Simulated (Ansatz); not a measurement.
# Se on Cr(100): change of the work function, part 2 of 5

Aim: the work function of Cr(100) at several coverages of Se (hollow site), and the dipole that each adsorbate carries.

Ansatz 0.2.0; plane-wave DFT, PBE, Ansatz PAW (the session's first sound run).

So far, work function, upper face (eV): step 2 (the clean slab) 3.70.

**3. Adsorbate added, k-mesh 5×5×1, coverage 0.25 ML**

System of this step: Se/Cr(100). The cell holds 21 atoms: 20 Cr and 1 Se. Cell: a = 5.760 Å, b = 5.760 Å, c = 25.501 Å, α = 90.0°, β = 90.0°, γ = 90.0°. Vacuum lies along c.

The clean slab as it ended is repeated in the plane and the adsorbate is set on one face; the cell's size fixes the coverage, and the k-mesh shrinks with it to keep the sampling density about even. Adsorbate and upper layers relax, since the dipole depends on the height.

File input.yaml:

```yaml
crystal:
  lattice:
    - [5.76, 0.0, 0.0]
    - [0.0, 5.76, 0.0]
    - [0.0, 0.0, 25.5012778752]
  atoms:
    - { symbol: Cr, position: [0.0, 0.0, 0.3529234905], spin: 2.6 }
    - { symbol: Cr, position: [0.25, 0.25, 0.409391249], spin: -1.53 }
    - { symbol: Cr, position: [0.0, 0.0, 0.4656072306], spin: 1.28 }
    - { symbol: Cr, position: [0.25, 0.25, 0.5236747267], spin: -1.43 }
    - { symbol: Cr, position: [0.0, 0.0, 0.5763994989], spin: 2.38 }
    - { symbol: Cr, position: [0.0, 0.5, 0.3529234905], spin: 2.6 }
    - { symbol: Cr, position: [0.25, 0.75, 0.409391249], spin: -1.53 }
    - { symbol: Cr, position: [0.0, 0.5, 0.4656072306], spin: 1.28 }
    - { symbol: Cr, position: [0.25, 0.75, 0.5236747267], spin: -1.43 }
    - { symbol: Cr, position: [0.0, 0.5, 0.5763994989], spin: 2.38 }
    - { symbol: Cr, position: [0.5, 0.0, 0.3529234905], spin: 2.6 }
    - { symbol: Cr, position: [0.75, 0.25, 0.409391249], spin: -1.53 }
    - { symbol: Cr, position: [0.5, 0.0, 0.4656072306], spin: 1.28 }
    - { symbol: Cr, position: [0.75, 0.25, 0.5236747267], spin: -1.43 }
    - { symbol: Cr, position: [0.5, 0.0, 0.5763994989], spin: 2.38 }
    - { symbol: Cr, position: [0.5, 0.5, 0.3529234905], spin: 2.6 }
    - { symbol: Cr, position: [0.75, 0.75, 0.409391249], spin: -1.53 }
    - { symbol: Cr, position: [0.5, 0.5, 0.4656072306], spin: 1.28 }
    - { symbol: Cr, position: [0.75, 0.75, 0.5236747267], spin: -1.43 }
    - { symbol: Cr, position: [0.5, 0.5, 0.5763994989], spin: 2.38 }
    - { symbol: Se, position: [0.25, 0.25, 0.6470765095] }
magnetization:
  spin_polarized: true
kpoints:
  mp_grid: { grid: [5, 5, 1] }
hamiltonian:
  xc: pbe
scf:
  occupations: { method: fermi_dirac, width: 0.1 }
  convergence: { dr2_threshold: 1.0e-08 }
efield:
  axis: 3
  dipole_correction: true
  ramp_position: 0.97
  ramp_width: 0.06
relax:
  f_tol: 0.02
  max_steps: 60
  constraints: [{ sites: [0, 1, 5, 6, 10, 11, 15, 16] }]
output:
  bader: true
  dos: { projected: true, e_range: [-8, 4] }
  write_potential: true
  write_density: true
  volumetric_format: npy
  elf: true
```

Command:

```sh
$ ansatz run input.yaml --threads 4 --pin off --max-ram 12288MiB --backend cpu --events-out ev --progress --plain --runs-dir out
```

Numbers of over 12 decimals in the logs are rounded to 6 here.

The program printed:

```text
[...]
Crystal: 21 atoms, lattice volume = 846.071 Å³
Basis set: ecut = 420 eV, 16641 PW (Γ), exchange–correlation on 80×80×360 points (8 copies of the dense FFT grid, shifted against one another)
Bands: 200, of which v1, the nominal top of the filled ones, is band 148 counted from 1 (147 counted from 0)
Symmetry: 8 space group operations
k-points: 6 of 25
[...]
Starting moments: Σ|m| = 36.88 μB on 20 of 21 sites
[...]
SCF iter   1: F=—  HF=-73053.214090 eV  |F-HF|=—  |Δ(HF+E_count)|=         —  Δρ=5.78e-2 (↑5.78e-2 ↓5.40e-2)  dr2=1.27e2  dr2_m=9.82e-1  M=12.176 μB ∫|m|=29.488 μB  β_m=1.00  ethr=3.10e-3  p=-0.000 e·Å  D=-7.15e-7 V/Å  ΔV_dip=0.00 eV  dr2_dipole=9.43e-1  V_vac-E_F(+/−)=6.31/6.31 eV  ⟨swp⟩=9.6  Hψ=11819  notcnv=0
[...]
SCF iter  18: F=-73014.102642 eV  HF=-73014.102642 eV  |F-HF|=3.89e-9  |Δ(HF+E_count)|=   1.27e-8  Δρ=3.22e-7 (↑3.22e-7 ↓2.74e-7)  dr2=3.46e-9  dr2_m=1.09e-10  M=14.983 μB ∫|m|=40.425 μB  ethr=2.17e-12  p=-0.186 e·Å  D=-3.98e-2 V/Å  ΔV_dip=1.02 eV  dr2_dipole=2.61e-10  V_vac-E_F(+/−)=4.71/3.70 eV  ⟨swp⟩=9.2  Hψ=14693  notcnv=0
SCF 1 converged in 18 iterations: F = -73014.102642 eV  dr2 = 3.46e-9
[...]
relax step   1: F+E_penalty+E_count = -73014.10264177 eV  Δ(F+E_penalty+E_count) = +0.000e0 eV  max|allowed force component| = 1.617e0 eV/Å  Δτ_max = 0.0000 Å  (18 SCF iters, accepted)
[...]
SCF iter  12: F=-73014.336041 eV  HF=-73014.336041 eV  |F-HF|=2.47e-10  |Δ(HF+E_count)|=  3.93e-10  Δρ=2.70e-7 (↑2.55e-7 ↓2.70e-7)  dr2=1.96e-9  dr2_m=1.84e-10  M=14.958 μB ∫|m|=40.438 μB  ethr=1.98e-12  p=-0.130 e·Å  D=-2.78e-2 V/Å  ΔV_dip=0.71 eV  dr2_dipole=7.01e-11  V_vac-E_F(+/−)=4.41/3.70 eV  ⟨swp⟩=7.5  Hψ=14154  notcnv=0
SCF 2 converged in 12 iterations: F = -73014.336041 eV  dr2 = 1.96e-9
relax step   2: F+E_penalty+E_count = -73014.33604114 eV  Δ(F+E_penalty+E_count) = -2.334e-1 eV  max|allowed force component| = 3.688e-1 eV/Å  Δτ_max = 0.1949 Å  (12 SCF iters, accepted)
SCF iter   1: F=—  HF=-73014.368122 eV  |F-HF|=—  |Δ(HF+E_count)|=         —  Δρ=1.65e-3 (↑1.65e-3 ↓1.58e-3)  dr2=6.44e-2  dr2_m=1.24e-2  M=14.910 μB ∫|m|=40.046 μB  β_m=1.00  ethr=1.87e-4  p=-0.130 e·Å  D=-2.78e-2 V/Å  ΔV_dip=0.71 eV  dr2_dipole=2.00e-2  V_vac-E_F(+/−)=4.39/3.68 eV  ⟨swp⟩=3.0  Hψ=4383  notcnv=0  defer=12
[...]
SCF iter  13: F=-73014.361832 eV  HF=-73014.361832 eV  |F-HF|=4.32e-9  |Δ(HF+E_count)|=   5.22e-9  Δρ=2.69e-7 (↑2.13e-7 ↓2.69e-7)  dr2=3.61e-9  dr2_m=5.58e-11  M=14.913 μB ∫|m|=39.973 μB  ethr=1.00e-12  p=-0.114 e·Å  D=-2.44e-2 V/Å  ΔV_dip=0.62 eV  dr2_dipole=4.80e-10  V_vac-E_F(+/−)=4.32/3.70 eV  ⟨swp⟩=7.8  Hψ=13271  notcnv=0
SCF 3 converged in 13 iterations: F = -73014.361832 eV  dr2 = 3.61e-9
[...]
relax step   3: F+E_penalty+E_count = -73014.36183151 eV  Δ(F+E_penalty+E_count) = -2.579e-2 eV  max|allowed force component| = 7.612e-2 eV/Å  Δτ_max = 0.0853 Å  (13 SCF iters, accepted)
SCF iter   1: F=—  HF=-73014.366130 eV  |F-HF|=—  |Δ(HF+E_count)|=         —  Δρ=6.50e-4 (↑6.50e-4 ↓5.47e-4)  dr2=8.48e-3  dr2_m=1.22e-3  M=14.909 μB ∫|m|=39.920 μB  β_m=1.00  ethr=3.62e-5  p=-0.114 e·Å  D=-2.44e-2 V/Å  ΔV_dip=0.62 eV  dr2_dipole=2.04e-3  V_vac-E_F(+/−)=4.32/3.70 eV  ⟨swp⟩=2.2  Hψ=4265  notcnv=0  defer=11
[...]
SCF iter  12: F=-73014.364953 eV  HF=-73014.364953 eV  |F-HF|=2.37e-9  |Δ(HF+E_count)|=   2.11e-9  Δρ=3.17e-7 (↑3.17e-7 ↓2.64e-7)  dr2=4.76e-9  dr2_m=6.35e-11  M=14.908 μB ∫|m|=39.894 μB  ethr=1.00e-12  p=-0.108 e·Å  D=-2.31e-2 V/Å  ΔV_dip=0.59 eV  dr2_dipole=2.19e-10  V_vac-E_F(+/−)=4.29/3.70 eV  ⟨swp⟩=7.6  Hψ=13167  notcnv=0
SCF 4 converged in 12 iterations: F = -73014.364953 eV  dr2 = 4.76e-9
relax step   4: F+E_penalty+E_count = -73014.36495315 eV  Δ(F+E_penalty+E_count) = -3.122e-3 eV  max|allowed force component| = 1.429e-2 eV/Å  Δτ_max = 0.0312 Å  (12 SCF iters, accepted)
NSCF: frozen V_eff on 6 k-points
[...]
SCF converged after 12 iterations
Magnetization: 14.9082 μB (155.4541 up, 140.5459 down)
Absolute magnetization: 39.8913 μB (∫|ρ↑−ρ↓|, with the PAW one-centre terms)
[...]
Per-site moments (μB) at R_I (Å): [(2.594461, 1.028838), (-1.528159, 1.028838), (1.249528, 1.026789), (-1.312729, 1.011138), (2.150360, 1.008949), (2.594461, 1.028838), (-1.524843, 1.027897), (1.249528, 1.026789), (-1.358807, 1.008949), (2.150360, 1.008949), (2.594461, 1.028838), (-1.524843, 1.027897), (1.249528, 1.026789), (-1.358807, 1.008949), (2.150360, 1.008949), (2.594461, 1.028838), (-1.524009, 1.026789), (1.249528, 1.026789), (-1.250674, 1.009851), (2.150360, 1.008949), (-0.042307, 1.044880)]
Free energy (F): -73014.364953 eV
[...]
Internal energy: -73013.900337 eV  (E = F + TS)
E sigma→0 (E₀):  -73014.132645 eV
Entropy (-TS):   -0.464616 eV (-22.125 meV/atom)
Fermi energy:    2.891201 eV
Dipole field:    D = -0.023102 V/Å  (p = -0.108020 e·Å, saw-weighted, corrected)
Work function:   Φ+ = 4.2939 eV   Φ− = 3.7047 eV
[...]
--- Forces (eV/Å), atoms counted from 1 ---
  atom   1  Cr     0.00750760     0.00750760     0.42661115
  atom   2  Cr    -0.00000000     0.00000000    -0.33136844
  atom   3  Cr    -0.00003513    -0.00003513     0.00048811
  atom   4  Cr    -0.00000000     0.00000000    -0.00548667
  atom   5  Cr     0.00198095     0.00198095    -0.00400369
  atom   6  Cr     0.00750760    -0.00750760     0.42661115
  atom   7  Cr    -0.00000000     0.00000000    -0.43737657
  atom   8  Cr    -0.00003513     0.00003513     0.00048811
  atom   9  Cr    -0.00000000     0.00000000    -0.01113896
  atom  10  Cr     0.00198095    -0.00198095    -0.00400369
  atom  11  Cr    -0.00750760     0.00750760     0.42661115
  atom  12  Cr    -0.00000000    -0.00000000    -0.43737657
  atom  13  Cr     0.00003513    -0.00003513     0.00048811
  atom  14  Cr    -0.00000000    -0.00000000    -0.01113896
  atom  15  Cr    -0.00198095     0.00198095    -0.00400369
  atom  16  Cr    -0.00750760    -0.00750760     0.42661115
  atom  17  Cr    -0.00000000     0.00000000    -0.48263904
  atom  18  Cr     0.00003513     0.00003513     0.00048811
  atom  19  Cr     0.00000000     0.00000000     0.01429457
  atom  20  Cr    -0.00198095    -0.00198095    -0.00400369
  atom  21  Se     0.00000000     0.00000000     0.00981097
  max |Σ_I F_I| component: 3.74e-5 eV/Å
--- Band table (eV; the first three rows and the last of 12) ---
  k-point 0 ↑: bands = [... 144 lower, 2.2635, 2.2635, 2.5036, 2.5726, 2.6270, 2.7302, 2.7576, 2.7657, ... 48 higher]
  k-point 1 ↑: bands = [... 144 lower, 2.2409, 2.2986, 2.4084, 2.4361, 2.5557, 2.5898, 2.6789, 2.7130, ... 48 higher]
  k-point 2 ↑: bands = [... 144 lower, 2.0655, 2.0749, 2.2345, 2.3001, 2.3974, 2.4541, 2.4827, 2.6237, ... 48 higher]
  k-point 5 ↓: bands = [... 144 lower, 3.6871, 3.7216, 3.8061, 3.8422, 3.8565, 3.9088, 3.9102, 3.9455, ... 48 higher]
--- Relaxed structure (4 steps of the walk, 4 accepted, 0 SCFs on fresh bases) ---
  F+E_penalty+E_count = -73014.36495315 eV   max|allowed force component| = 1.429e-2 eV/Å
  atoms:
    - { symbol: Cr, position: [0.0, 0.0, 0.352923] }
    - { symbol: Cr, position: [0.250000, 0.250000, 0.409391249] }
    - { symbol: Cr, position: [-0.0004031, -0.0004031, 0.465704] }
    - { symbol: Cr, position: [0.250000, 0.250000, 0.523566] }
    - { symbol: Cr, position: [-0.00138699, -0.00138699, 0.576400] }
    - { symbol: Cr, position: [0.0, 0.500000, 0.352923] }
    - { symbol: Cr, position: [0.250000, 0.75, 0.409391249] }
    - { symbol: Cr, position: [-0.0004031, 0.500403, 0.465704] }
    - { symbol: Cr, position: [0.250000, 0.75, 0.523276] }
    - { symbol: Cr, position: [-0.00138699, 0.501387, 0.576400] }
    - { symbol: Cr, position: [0.500000, 0.0, 0.352923] }
    - { symbol: Cr, position: [0.75, 0.250000, 0.409391249] }
    - { symbol: Cr, position: [0.500403, -0.0004031, 0.465704] }
    - { symbol: Cr, position: [0.75, 0.250000, 0.523276] }
    - { symbol: Cr, position: [0.501387, -0.00138699, 0.576400] }
    - { symbol: Cr, position: [0.500000, 0.500000, 0.352923] }
    - { symbol: Cr, position: [0.75, 0.75, 0.409391249] }
    - { symbol: Cr, position: [0.500403, 0.500403, 0.465704] }
    - { symbol: Cr, position: [0.75, 0.75, 0.522461] }
    - { symbol: Cr, position: [0.501387, 0.501387, 0.576400] }
    - { symbol: Se, position: [0.250000, 0.250000, 0.634866] }
--- Bader charges: 21 sites ---
  site symbol  charge [e]  shift [e]    m [muB]
     0     Cr      0.0522     0.0002     3.0293
     1     Cr     -0.0543     0.0002    -1.6479
     2     Cr      0.0332     0.0001     1.3210
     3     Cr      0.0821     0.0002    -1.4061
     4     Cr      0.2186     0.0000     2.4240
     5     Cr      0.0522     0.0002     3.0293
     6     Cr     -0.0625     0.0002    -1.6443
     7     Cr      0.0332     0.0001     1.3210
     8     Cr     -0.0308     0.0003    -1.4763
     9     Cr      0.2186     0.0000     2.4240
    10     Cr      0.0522     0.0002     3.0293
    11     Cr     -0.0625     0.0002    -1.6443
    12     Cr      0.0332     0.0001     1.3210
    13     Cr     -0.0308     0.0003    -1.4763
    14     Cr      0.2186     0.0000     2.4240
    15     Cr      0.0522     0.0002     3.0293
    16     Cr     -0.0650     0.0002    -1.6523
    17     Cr      0.0332     0.0001     1.3210
    18     Cr     -0.0953     0.0000    -1.3515
    19     Cr      0.2186     0.0000     2.4240
    20     Se     -0.8971     0.0005     0.1098
  estimated error of the sums over rays = 7.6e-4 e
```

Elapsed: 11 min, on 4 threads of Arm Neoverse V1, shared host; peak memory 4.4 GiB.

Relaxation path:

```csv
step,energy less that of the first step (eV),largest force component (eV/Å)
1,0.0000,1.6173
2,-0.2334,0.3688
3,-0.2592,0.0761
4,-0.2623,0.0143
```

Forces are held to the 8 operations that the run works with; a distortion that breaks them can't arise in this run.

The atoms that moved most (Å):

```csv
atom,dx,dy,dz,length
Se21,0.000,0.000,-0.311,0.311
Cr19,0.000,0.000,-0.031,0.031
Cr20,0.008,0.008,0.000,0.011
Cr15,0.008,-0.008,0.000,0.011
Cr10,-0.008,0.008,0.000,0.011
Cr5,-0.008,-0.008,0.000,0.011
Cr9,0.000,0.000,-0.010,0.010
Cr14,0.000,0.000,-0.010,0.010
```

Final coordinates:

```xyz
21
Lattice="5.7600 0.0000 0.0000 0.0000 5.7600 0.0000 0.0000 0.0000 25.5013" Properties=species:S:1:pos:R:3
Cr    0.0000    0.0000    9.0000
Cr    1.4400    1.4400   10.4400
Cr   -0.0023   -0.0023   11.8760
Cr    1.4400    1.4400   13.3516
Cr   -0.0080   -0.0080   14.6989
Cr    0.0000    2.8800    9.0000
Cr    1.4400    4.3200   10.4400
Cr   -0.0023    2.8823   11.8760
Cr    1.4400    4.3200   13.3442
Cr   -0.0080    2.8880   14.6989
Cr    2.8800    0.0000    9.0000
Cr    4.3200    1.4400   10.4400
Cr    2.8823   -0.0023   11.8760
Cr    4.3200    1.4400   13.3442
Cr    2.8880   -0.0080   14.6989
Cr    2.8800    2.8800    9.0000
Cr    4.3200    4.3200   10.4400
Cr    2.8823    2.8823   11.8760
Cr    4.3200    4.3200   13.3234
Cr    2.8880    2.8880   14.6989
Se    1.4400    1.4400   16.1899
```

This step gave:

```yaml
energy_at_zero_smearing: -73014.1326 eV
total_moment: 14.91 μB
work_function_upper_face: 4.294 eV
work_function_lower_face: 3.705 eV
dipole_along_the_normal: -0.1080 e·Å
step_between_the_vacuum_levels: 0.5891 eV
```

Running mean over 1.44 Å of the planar mean; the ramp of the sawtooth is left out. The electron's electrostatic potential energy less the Fermi level by z:

```csv
z (Å),electron's electrostatic potential energy less the Fermi level (eV)
3.0,3.70
3.5,3.70
4.0,3.70
4.5,3.70
5.0,3.70
5.5,3.68
6.0,3.64
6.5,3.51
7.0,3.12
7.5,1.97
8.0,-1.37
8.5,-5.88
9.0,-8.93
9.5,-9.68
10.0,-9.82
10.5,-9.89
11.0,-9.91
11.5,-9.86
12.0,-9.72
12.5,-9.63
13.0,-9.77
13.5,-10.3
14.0,-10.6
14.5,-10.1
15.0,-8.13
15.5,-4.40
16.0,-0.785
16.5,1.27
17.0,2.62
17.5,3.62
18.0,4.14
18.5,4.26
19.0,4.28
19.5,4.29
20.0,4.29
20.5,4.29
21.0,4.29
21.5,4.29
22.0,4.29
22.5,4.29
```

The density of states has structure finer than the step of the table below, so its rows give means over 0.25 eV, whole bins alone (the curve runs from -8 to 1.98 eV). Peaks (eV: height): total -2.410: 64.6, -2.080: 96.8, -1.980: 84.6, 1.050: 97.5, 1.290: 67.0, 1.500: 64.8, 1.620: 62.6; up -2.590: 29.8, -2.380: 39.0, -2.080: 65.6, -1.980: 48.8, 1.110: 33.5, 1.320: 31.9, 1.620: 33.2; down -2.410: 33.3, -1.980: 35.8, 1.050: 66.0, 1.140: 48.7, 1.290: 46.6, 1.410: 43.0, 1.500: 35.8.

The density of states by energy, zero at the Fermi level; means over each step; values in states/eV a cell:

```csv
energy (eV),total,up,down
-7.50,0,0,0
-7.25,0.0118,0.0103,0.00148
-7.00,1.07,0.576,0.497
-6.75,1.27,0.635,0.636
-6.50,1.53,0.824,0.709
-6.25,2.25,1.08,1.16
-6.00,0.992,0.488,0.504
-5.75,0.684,0.374,0.311
-5.50,4.52,2.64,1.88
-5.25,3.09,1.46,1.62
-5.00,5.16,2.75,2.40
-4.75,5.82,4.21,1.61
-4.50,9.56,5.75,3.81
-4.25,10.5,5.33,5.18
-4.00,15.1,6.59,8.55
-3.75,17.7,8.77,8.93
-3.50,19.9,11.4,8.48
-3.25,21.1,12.0,9.13
-3.00,22.5,13.2,9.32
-2.75,28.4,14.5,14.0
-2.50,32.2,18.0,14.2
-2.25,31.8,15.4,16.4
-2.00,48.6,32.9,15.7
-1.75,31.6,17.9,13.7
-1.50,34.2,17.0,17.2
-1.25,34.4,17.5,17.0
-1.00,37.7,21.9,15.8
-0.75,31.2,17.7,13.5
-0.50,19.6,13.1,6.53
-0.25,16.2,12.0,4.26
0.00,12.1,8.95,3.18
0.25,14.7,9.61,5.07
0.50,21.4,11.1,10.3
0.75,20.9,7.44,13.4
1.00,57.6,23.1,34.5
1.25,58.0,24.1,33.9
1.50,44.0,18.5,25.5
1.75,35.0,14.8,20.3
```

Projected DOS per atom over height of the atomic layer and energy from the Fermi level. Layers: Cr4 Cr4 Cr4 Cr4 Cr4 Se from below.

Ten even steps from '0' (0.00 states/eV) to '9' (3.45 states/eV), each cell a mean:
```
454550
689850
545550
311130
211120
322130
643450
544440
555651
344542
353331
234310
123311
011117
000017
000002
000000
000000
000000
000000
000000
000000
```
Columns: height of the atomic layer (Å) from 9 to 16.2; rows upwards: energy from the Fermi level (eV) from -7.96 to 1.95.

Projected DOS per atom, spin up over height of the atomic layer and energy from the Fermi level. Layers: Cr4 Cr4 Cr4 Cr4 Cr4 Se from below.

Ten even steps from '_' (0.00 states/eV) to '@' (1.79 states/eV), each cell a mean:
```
..##::##::..
::@@%%@@--..
..++--**::__
----..::::__
==......--..
++..==..++..
@@::==::%%..
##::++::**__
@@--##==##..
**--++--**..
==::--::++::
==--==::::__
..::==::..__
....::....==
________..@@
__________::
__________..
____________
____________
____________
____________
____________
```
Columns: height of the atomic layer (Å) from 9 to 16.2; rows upwards: energy from the Fermi level (eV) from -7.96 to 1.95.

Projected DOS per atom, spin down over height of the atomic layer and energy from the Fermi level. Layers: Cr4 Cr4 Cr4 Cr4 Cr4 Se from below.

Ten even steps from '_' (0.00 states/eV) to '@' (1.96 states/eV), each cell a mean:
```
**--**--##__
%%**@@++**__
##::**--**__
::__....--__
____..__..__
..::......__
::++::++::__
::**--++::__
..**::**..__
__++::**::--
::**::==..__
__--::--____
__--::--__::
__........@@
__________--
__________..
____________
____________
____________
____________
____________
____________
```
Columns: height of the atomic layer (Å) from 9 to 16.2; rows upwards: energy from the Fermi level (eV) from -7.96 to 1.95.

Site moment by atom:

```csv
atom,site moment (μB)
Cr1,2.59
Cr2,-1.53
Cr3,1.25
Cr4,-1.31
Cr5,2.15
Cr6,2.59
Cr7,-1.52
Cr8,1.25
Cr9,-1.36
Cr10,2.15
Cr11,2.59
Cr12,-1.52
Cr13,1.25
Cr14,-1.36
Cr15,2.15
Cr16,2.59
Cr17,-1.52
Cr18,1.25
Cr19,-1.25
Cr20,2.15
Se21,-0.04
```

Spin density in the ca plane at fractional y = 0.250, with atoms of Cr and Se within 0.2 Å of it.

Ten even steps from '0' (-1.9 e/Å³) to '9' (0.1 e/Å³), each cell a mean:
```
99999999999999999999999999999999999999999999
99999999889999998999999999999999999999999999
99999997458999975689999999999999999999999999
99999985027999960379999999999999999999999999
99999997458999975689999999999999999999999999
99999999889999998999999999999999999999999999
99999999999999999999999999999999999999999999
99999999999999999999999999999999999999999999
99999999999999999999999999999999999999999999
99999998778999987799999999999999999999999999
99999986137999962489999999999999999999999999
99999986137999962489999999999999999999999999
99999998778999987899999999999999999999999999
99999999999999999999999999999999999999999999
99999999999999999999999999999999999999999999
```
Columns run along c (16.0 Å, from fractional 0.29 to 0.92 of the cell), rows up along a (5.8 Å). Atoms in or near the plane, at fractional coordinates: Cr at (0.41, 0.25), Cr at (0.52, 0.25), Cr at (0.41, 0.75), Cr at (0.52, 0.75), Se at (0.63, 0.25).

ELF of down spins in the ca plane at fractional y = 0.250, with atoms of Cr and Se within 0.2 Å of it. It is the smooth field of the valence electrons, not physical close to the nuclei.

Values, 8 rows by 16 columns, each cell a mean:
```
0.27 0.46 0.37 0.27 0.40 0.30 0.30 0.43 0.24 0.24 0.09 0.01 0.00 0.00 0.00 0.00
0.64 0.68 0.43 0.63 0.29 0.45 0.58 0.49 0.40 0.04 0.00 0.00 0.00 0.00 0.00 0.00
0.57 0.66 0.38 0.51 0.33 0.39 0.47 0.49 0.33 0.05 0.01 0.00 0.00 0.00 0.00 0.00
0.18 0.36 0.43 0.33 0.40 0.36 0.37 0.38 0.32 0.39 0.16 0.02 0.00 0.00 0.00 0.00
0.26 0.46 0.37 0.27 0.39 0.30 0.30 0.37 0.70 0.77 0.45 0.06 0.00 0.00 0.00 0.00
0.65 0.70 0.43 0.64 0.30 0.46 0.59 0.36 0.52 0.67 0.62 0.11 0.01 0.00 0.00 0.00
0.57 0.67 0.38 0.51 0.34 0.39 0.48 0.37 0.62 0.73 0.59 0.10 0.00 0.00 0.00 0.00
0.18 0.37 0.43 0.33 0.39 0.36 0.37 0.35 0.63 0.72 0.38 0.05 0.00 0.00 0.00 0.00
```
Columns run along c (16.0 Å, from fractional 0.29 to 0.92 of the cell), rows up along a (5.8 Å). Atoms in or near the plane, at fractional coordinates: Cr at (0.41, 0.25), Cr at (0.52, 0.25), Cr at (0.41, 0.75), Cr at (0.52, 0.75), Se at (0.63, 0.25).

(Part 2 of 5 ends here.)

[Logs are printed without paths, hosts, clocks, repeated set-up lines and the standing remarks that a program may print on its own settings, such as how far it seeks lower states.]

[Hosts, paths, dates, database ids (printed as entryN), source tags and the programs' standing remarks are cut or masked in the printed files.]

[Maps of the electrostatic potential energy from Ansatz leave out the sawtooth potential of an applied field or a dipole correction, so their vacuum need not be flat; planar profiles and work functions include it.]

[The density of states shown here was stored with 400 of the rows of the run's finer table, so its peaks can read low, often by over a quarter, or be missed, and its means over a window can be off by a tenth or more.]
